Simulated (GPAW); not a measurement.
# A Pb chain with an O atom bridging one bond: converging a transmission, part 3 of 3

Aim: the cheapest settings that leave the conductance of a Pb chain with an O atom bridging one bond unchanged.

GPAW 26.7.0; GPAW LCAO, PAW setups; Landauer transmission from Green's functions with principal layers (ASE), zero bias.

So far, conductance (G₀): step 2 (base settings) 0.983; step 11 (varying the energy step: de = 0.025) 0.983; step 14 (varying the width of the vacuum box) 1.29; step 15 (varying the width of the vacuum box, box 6 Å) 1.10; step 16 (width of the vacuum box, box 7.5 × 7.5 Å) 0.989.

**17. Varying the width of the vacuum box, box 11 × 11 Å**

The cell differs from the one that the last finished run ended in (a 7.500 → 11.000 Å, b 7.500 → 11.000 Å).

Contents of run.py:

```python
import json
import numpy as np
from ase import Atoms
from ase.transport.calculators import TransportCalculator
from gpaw import GPAW, FermiDirac
from gpaw.lcao.tools import get_lcao_hamiltonian
from scipy.linalg import eigh

# The junction with lead layers at both ends, along the third cell vector
device = Atoms(
    ['Pb', 'Pb', 'Pb', 'Pb', 'Pb', 'O', 'Pb', 'Pb', 'Pb', 'Pb', 'Pb'],
    positions=[
        [5.50000, 5.50000, 1.45000],
        [5.50000, 5.50000, 4.35000],
        [5.50000, 5.50000, 7.25000],
        [5.50000, 5.50000, 10.15000],
        [5.50000, 5.50000, 13.05000],
        [6.69979, 5.50000, 14.60000],
        [5.50000, 5.50000, 16.15000],
        [5.50000, 5.50000, 19.05000],
        [5.50000, 5.50000, 21.95000],
        [5.50000, 5.50000, 24.85000],
        [5.50000, 5.50000, 27.75000]],
    cell=[[11.0, 0.0, 0.0], [0.0, 11.0, 0.0], [0.0, 0.0, 29.2]],
    pbc=True)

# One principal layer of the lead: the first 3 atoms of the device
lead = Atoms(
    ['Pb', 'Pb', 'Pb'],
    positions=[
        [5.50000, 5.50000, 1.45000],
        [5.50000, 5.50000, 4.35000],
        [5.50000, 5.50000, 7.25000]],
    cell=[[11.0, 0.0, 0.0], [0.0, 11.0, 0.0], [0.0, 0.0, 8.7]],
    pbc=True)

settings = dict(mode='lcao', basis='szp(dzp)', xc='LDA', h=0.18,
                occupations=FermiDirac(0.1), maxiter=250,
                mixer=dict(beta=0.1, nmaxold=8, weight=100.0),
                convergence=dict(density=0.0001))
energies = np.arange(-2, 2 + 1e-9, 0.05)
eta = 0.0001
n1, n2 = 1, 1
# k and -k transmit alike, so half of the mesh across the current serves
mesh = [(i, j) for i in range(n1) for j in range(n2) if (i, j) <= (-i % n1, -j % n2)]
weights = np.array([1 if (i, j) == (-i % n1, -j % n2) else 2 for i, j in mesh]) / (n1 * n2)

# [... helper functions left out ...]
fermi_lead = ground_state(lead, (1, 1, 13), 'lead.txt')
fermi_device = ground_state(device, (1, 1, 3), 'device.txt')
# [... loop over the mesh left out, but for ...]
        # Shift the lead onto the potential of the device's first layer
        shift = ((H[:, 0, 0] - H0[:, 0, 0]) / S0[0, 0]).real.mean()
# [...]
kT = 8.617333e-5 * 500
bias = [0.1, 0.2, 0.5, 1.0, 1.5, 2.0]
# [... integrals and printing left out ...]
```

The run is started by

```bash
> OMP_NUM_THREADS=1 OPENBLAS_NUM_THREADS=2 python run.py
```

Elapsed: 49 s, on 2 threads of Intel Xeon Platinum 8559C (Emerald Rapids), shared host; peak memory 1.7 GiB.

The conductance, 0.980 G₀, lies 0.2 % below that of the base run.

**18. Width of the vacuum box, box 13 × 13 Å**

The cell differs from the one that the last finished run ended in (a 11.000 → 13.000 Å, b 11.000 → 13.000 Å).

Changes to run.py since step 17:

```diff
@@ -12,14 +12,14 @@
     positions=[
-        [5.50000, 5.50000, 1.45000],
-        [5.50000, 5.50000, 4.35000],
-        [5.50000, 5.50000, 7.25000],
-        [5.50000, 5.50000, 10.15000],
-        [5.50000, 5.50000, 13.05000],
-        [6.69979, 5.50000, 14.60000],
-        [5.50000, 5.50000, 16.15000],
-        [5.50000, 5.50000, 19.05000],
-        [5.50000, 5.50000, 21.95000],
-        [5.50000, 5.50000, 24.85000],
-        [5.50000, 5.50000, 27.75000]],
-    cell=[[11.0, 0.0, 0.0], [0.0, 11.0, 0.0], [0.0, 0.0, 29.2]],
+        [6.50000, 6.50000, 1.45000],
+        [6.50000, 6.50000, 4.35000],
+        [6.50000, 6.50000, 7.25000],
+        [6.50000, 6.50000, 10.15000],
+        [6.50000, 6.50000, 13.05000],
+        [7.69979, 6.50000, 14.60000],
+        [6.50000, 6.50000, 16.15000],
+        [6.50000, 6.50000, 19.05000],
+        [6.50000, 6.50000, 21.95000],
+        [6.50000, 6.50000, 24.85000],
+        [6.50000, 6.50000, 27.75000]],
+    cell=[[13.0, 0.0, 0.0], [0.0, 13.0, 0.0], [0.0, 0.0, 29.2]],
     pbc=True)
@@ -30,6 +30,6 @@
     positions=[
-        [5.50000, 5.50000, 1.45000],
-        [5.50000, 5.50000, 4.35000],
-        [5.50000, 5.50000, 7.25000]],
-    cell=[[11.0, 0.0, 0.0], [0.0, 11.0, 0.0], [0.0, 0.0, 8.7]],
+        [6.50000, 6.50000, 1.45000],
+        [6.50000, 6.50000, 4.35000],
+        [6.50000, 6.50000, 7.25000]],
+    cell=[[13.0, 0.0, 0.0], [0.0, 13.0, 0.0], [0.0, 0.0, 8.7]],
     pbc=True)
```

The job ended after 66 s (2 threads; peak memory 2.3 GiB).

One spin. The transmission, zone mean by energy, zero at the Fermi level:

energy (eV), transmission, zone mean and a bar:
```
   -2.000       0.01 
   -1.800       0.01 
   -1.600       0.01 
   -1.400       0.01 
   -1.200       0.00 
   -1.000       0.00 
   -0.800       0.01 
   -0.600       0.55 #############
   -0.400       0.85 #####################
   -0.200       0.96 ########################
    0.000       0.98 ########################
    0.200       0.97 ########################
    0.400       0.96 #######################
    0.600       0.96 #######################
    0.800       0.97 ########################
    1.000       0.99 ########################
    1.200       1.03 #########################
    1.400       1.08 ##########################
    1.600       1.13 ############################
    1.800       1.18 #############################
    2.000       1.23 ##############################
```

The conductance, 0.979 G₀, lies 0.4 % below that of the base run.

**19. Convergence in the width of the vacuum box**

This step: convergence of the conductance (GPAW 26.7.0).

Table of conductance by width of the vacuum box:

| width of the vacuum box (Å) | conductance (G₀) |
| --- | --- |
| 5.00 | 1.29 |
| 6.00 | 1.10 |
| 7.50 | 0.989 |
| 9.00 | 0.983 |
| 11.00 | 0.980 |
| 13.00 | 0.979 |

**20. Varying the smearing: width = 0.01**

Smearing helps the SCF of a metal converge, but it blurs occupations at band edges near the Fermi level.

This step: GPAW LCAO, PAW setups; Landauer transmission from Green's functions with principal layers (ASE), zero bias (GPAW 26.7.0).

Changes to run.py since step 18:

```diff
@@ -12,14 +12,14 @@
     positions=[
-        [6.50000, 6.50000, 1.45000],
-        [6.50000, 6.50000, 4.35000],
-        [6.50000, 6.50000, 7.25000],
-        [6.50000, 6.50000, 10.15000],
-        [6.50000, 6.50000, 13.05000],
-        [7.69979, 6.50000, 14.60000],
-        [6.50000, 6.50000, 16.15000],
-        [6.50000, 6.50000, 19.05000],
-        [6.50000, 6.50000, 21.95000],
-        [6.50000, 6.50000, 24.85000],
-        [6.50000, 6.50000, 27.75000]],
-    cell=[[13.0, 0.0, 0.0], [0.0, 13.0, 0.0], [0.0, 0.0, 29.2]],
+        [4.50000, 4.50000, 1.45000],
+        [4.50000, 4.50000, 4.35000],
+        [4.50000, 4.50000, 7.25000],
+        [4.50000, 4.50000, 10.15000],
+        [4.50000, 4.50000, 13.05000],
+        [5.69979, 4.50000, 14.60000],
+        [4.50000, 4.50000, 16.15000],
+        [4.50000, 4.50000, 19.05000],
+        [4.50000, 4.50000, 21.95000],
+        [4.50000, 4.50000, 24.85000],
+        [4.50000, 4.50000, 27.75000]],
+    cell=[[9.0, 0.0, 0.0], [0.0, 9.0, 0.0], [0.0, 0.0, 29.2]],
     pbc=True)
@@ -30,6 +30,6 @@
     positions=[
-        [6.50000, 6.50000, 1.45000],
-        [6.50000, 6.50000, 4.35000],
-        [6.50000, 6.50000, 7.25000]],
-    cell=[[13.0, 0.0, 0.0], [0.0, 13.0, 0.0], [0.0, 0.0, 8.7]],
+        [4.50000, 4.50000, 1.45000],
+        [4.50000, 4.50000, 4.35000],
+        [4.50000, 4.50000, 7.25000]],
+    cell=[[9.0, 0.0, 0.0], [0.0, 9.0, 0.0], [0.0, 0.0, 8.7]],
     pbc=True)
@@ -37,3 +37,3 @@
 settings = dict(mode='lcao', basis='szp(dzp)', xc='LDA', h=0.18,
-                occupations=FermiDirac(0.1), maxiter=250,
+                occupations=FermiDirac(0.01), maxiter=250,
                 mixer=dict(beta=0.1, nmaxold=8, weight=100.0),
```

The job ended after 52 s (2 threads; peak memory 1.5 GiB).

This step gave:

- conductance: 0.9651 G₀
- thermopower: 2.094 μV/K
- largest misfit of the first principal layer: 0.06392 eV
- shift that aligns the lead: -0.009226 eV
- transmission at the Fermi level (one spin): 0.9643

One spin. Transmission, zone mean against energy, zero at the Fermi level:

energy (eV), transmission, zone mean and a bar:
```
   -2.000       0.01 
   -1.800       0.01 
   -1.600       0.01 
   -1.400       0.01 
   -1.200       0.00 
   -1.000       0.00 
   -0.800       0.01 
   -0.600       0.57 ##############
   -0.400       0.86 #####################
   -0.200       0.99 ########################
    0.000       0.96 ########################
    0.200       0.94 #######################
    0.400       0.94 #######################
    0.600       0.95 #######################
    0.800       0.97 ########################
    1.000       1.00 ########################
    1.200       1.04 #########################
    1.400       1.09 ###########################
    1.600       1.14 ############################
    1.800       1.19 #############################
    2.000       1.23 ##############################
```

Not self-consistent under bias; the bias window is split evenly. Current through one cell, from the zero-bias transmission against bias:

| bias (V) | current through one cell, from the zero-bias transmission (μA) |
| --- | --- |
| 0.100 | 7.48 |
| 0.200 | 15.0 |
| 0.500 | 37.3 |
| 1.000 | 72.2 |
| 1.500 | 98.9 |
| 2.000 | 118 |

The conductance, 0.965 G₀, lies 1.8 % below that of the base run.

**21. Smearing: width = 0.03**

Changes to run.py since step 20:

```diff
@@ -37,3 +37,3 @@
 settings = dict(mode='lcao', basis='szp(dzp)', xc='LDA', h=0.18,
-                occupations=FermiDirac(0.01), maxiter=250,
+                occupations=FermiDirac(0.03), maxiter=250,
                 mixer=dict(beta=0.1, nmaxold=8, weight=100.0),
```

Wall time 50 s (2 threads); peak memory 1.5 GiB.

Numbers from this step:

```yaml
conductance: 0.9784 G₀
thermopower: 1.501 μV/K
largest_misfit_of_the_first_principal_layer: 0.04901 eV
shift_that_aligns_the_lead: -0.02059 eV
transmission_at_the_fermi_level_one_spin: 0.9798
```

One spin. The transmission, zone mean by energy, zero at the Fermi level:

| energy (eV) | transmission, zone mean |
| --- | --- |
| -2.000 | 0.00654 |
| -1.800 | 0.00762 |
| -1.600 | 0.00743 |
| -1.400 | 0.00582 |
| -1.200 | 0.00280 |
| -1.000 | 2.0e-5 |
| -0.800 | 0.0126 |
| -0.600 | 0.572 |
| -0.400 | 0.861 |
| -0.200 | 0.988 |
| 0.000 | 0.980 |
| 0.200 | 0.950 |
| 0.400 | 0.943 |
| 0.600 | 0.952 |
| 0.800 | 0.970 |
| 1.000 | 0.997 |
| 1.200 | 1.04 |
| 1.400 | 1.08 |
| 1.600 | 1.14 |
| 1.800 | 1.19 |
| 2.000 | 1.23 |

Crossings of the lead's bands, unfolded to its shortest repeat. Table of open channels, zone mean by energy, zero at the Fermi level:

| energy (eV) | open channels, zone mean |
| --- | --- |
| -2.000 | 1 |
| -1.800 | 1 |
| -1.600 | 1 |
| -1.400 | 1 |
| -1.200 | 1 |
| -1.000 | 1 |
| -0.800 | 1 |
| -0.600 | 3 |
| -0.400 | 3 |
| -0.200 | 3 |
| 0.000 | 3 |
| 0.200 | 3 |
| 0.400 | 3 |
| 0.600 | 3 |
| 0.800 | 3 |
| 1.000 | 3 |
| 1.200 | 3 |
| 1.400 | 3 |
| 1.600 | 3 |
| 1.800 | 3 |
| 2.000 | 3 |

Not self-consistent under bias; the bias window is split evenly. Table of current through one cell, from the zero-bias transmission by bias:

| bias (V) | current through one cell, from the zero-bias transmission (μA) |
| --- | --- |
| 0.100 | 7.58 |
| 0.200 | 15.1 |
| 0.500 | 37.6 |
| 1.000 | 72.6 |
| 1.500 | 99.3 |
| 2.000 | 119 |

The conductance, 0.978 G₀, lies 0.4 % below that of the base run.

**22. Varying the smearing: width = 0.2**

Changes to run.py since step 21:

```diff
@@ -37,3 +37,3 @@
 settings = dict(mode='lcao', basis='szp(dzp)', xc='LDA', h=0.18,
-                occupations=FermiDirac(0.03), maxiter=250,
+                occupations=FermiDirac(0.2), maxiter=250,
                 mixer=dict(beta=0.1, nmaxold=8, weight=100.0),
```

Run time: 41 s. Hardware: 2 threads; peak memory 1.5 GiB.

One spin. The transmission, zone mean by energy, zero at the Fermi level:

| energy (eV) | transmission, zone mean |
| --- | --- |
| -2.00 | 0.00646 |
| -1.90 | 0.00717 |
| -1.80 | 0.00760 |
| -1.70 | 0.00773 |
| -1.55 | 0.00727 |
| -1.45 | 0.00650 |
| -1.35 | 0.00532 |
| -1.25 | 0.00377 |
| -1.15 | 0.00199 |
| -1.05 | 4.0e-4 |
| -0.90 | 0.00180 |
| -0.80 | 0.0156 |
| -0.70 | 0.259 |
| -0.60 | 0.623 |
| -0.50 | 0.769 |
| -0.40 | 0.833 |
| -0.25 | 0.894 |
| -0.15 | 0.924 |
| -0.05 | 0.945 |
| 0.00 | 0.952 |
| 0.05 | 0.958 |
| 0.15 | 0.963 |
| 0.25 | 0.964 |
| 0.40 | 0.964 |
| 0.50 | 0.964 |
| 0.60 | 0.967 |
| 0.70 | 0.971 |
| 0.80 | 0.977 |
| 0.90 | 0.987 |
| 1.05 | 1.01 |
| 1.15 | 1.02 |
| 1.25 | 1.04 |
| 1.35 | 1.07 |
| 1.45 | 1.09 |
| 1.55 | 1.12 |
| 1.70 | 1.16 |
| 1.80 | 1.19 |
| 1.90 | 1.22 |
| 2.00 | 1.24 |

The conductance, 0.950 G₀, lies 3.3 % below that of the base run.

**23. Varying the smearing: width = 0.4**

Changes to run.py since step 22:

```diff
@@ -37,3 +37,3 @@
 settings = dict(mode='lcao', basis='szp(dzp)', xc='LDA', h=0.18,
-                occupations=FermiDirac(0.2), maxiter=250,
+                occupations=FermiDirac(0.4), maxiter=250,
                 mixer=dict(beta=0.1, nmaxold=8, weight=100.0),
```

Wall time 40 s (2 threads); peak memory 1.5 GiB.

One spin. Table of transmission, zone mean by energy, zero at the Fermi level:

| energy (eV) | transmission, zone mean |
| --- | --- |
| -2.00 | 0.00670 |
| -1.85 | 0.00752 |
| -1.70 | 0.00770 |
| -1.60 | 0.00741 |
| -1.45 | 0.00629 |
| -1.30 | 0.00432 |
| -1.15 | 0.00173 |
| -1.05 | 2.6e-4 |
| -0.90 | 0.00270 |
| -0.75 | 0.222 |
| -0.60 | 0.589 |
| -0.50 | 0.682 |
| -0.35 | 0.767 |
| -0.20 | 0.831 |
| -0.05 | 0.881 |
| 0.00 | 0.895 |
| 0.05 | 0.906 |
| 0.20 | 0.933 |
| 0.35 | 0.949 |
| 0.50 | 0.959 |
| 0.60 | 0.964 |
| 0.75 | 0.974 |
| 0.90 | 0.987 |
| 1.05 | 1.01 |
| 1.15 | 1.02 |
| 1.30 | 1.06 |
| 1.45 | 1.10 |
| 1.60 | 1.14 |
| 1.70 | 1.17 |
| 1.85 | 1.22 |
| 2.00 | 1.25 |

The conductance, 0.893 G₀, lies 9.2 % below that of the base run.

**24. Convergence in the smearing**

This step: convergence of the conductance (GPAW 26.7.0).

Conductance against smearing:

| smearing (eV) | conductance (G₀) |
| --- | --- |
| 0.010 | 0.965 |
| 0.030 | 0.978 |
| 0.100 | 0.983 |
| 0.200 | 0.950 |
| 0.400 | 0.893 |

**25. What came out**

| Quantity | Value |
| --- | --- |
| conductance at the base settings | 0.983 G₀ |
| range over the grid spacing (0.14 to 0.3 Å) | 0.981 to 1.01 G₀ |
| range over the energy step (0.0125 to 0.2 eV) | 0.980 to 0.983 G₀ |
| range over the width of the vacuum box (5 to 13 Å) | 0.979 to 1.29 G₀ |
| range over the smearing (0.01 to 0.4 eV) | 0.893 to 0.983 G₀ |

**Reading.** At the base settings the conductance, averaged at 500 K, is 0.983 G₀. In the grid spacing, no value tried moves the conductance by 3 %. In the energy step, no value tried moves the conductance by 3 %. In the width of the vacuum box, 7.5 Å already gives the conductance within 3 % of the finest value tried; currents at finite bias may need more. The smearing of the SCF moves the conductance between 0.893 and 0.983 G₀; a narrow width also needs more k-points. Over the ranges tried, the width of the vacuum box moves it most, counted as a ratio. The geometry was built from estimated bond lengths and not relaxed, so the numbers describe this model structure. Spin-orbit coupling is left out, which matters for the heavy atoms here. An evenly spaced straight chain is an idealisation: free chains tend to dimerise, zigzag or, where a band edge lies near the Fermi level, turn magnetic. The currents use the zero-bias T(E) throughout, which holds only while the bias is small against the distance to the nearest feature.

[Logs are printed without paths, hosts, clocks, repeated set-up lines and the standing remarks that a program may print on its own settings, such as how far it seeks lower states.]

[Hosts, paths, dates, database ids (printed as entryN), source tags and the programs' standing remarks are cut or masked in the printed files.]
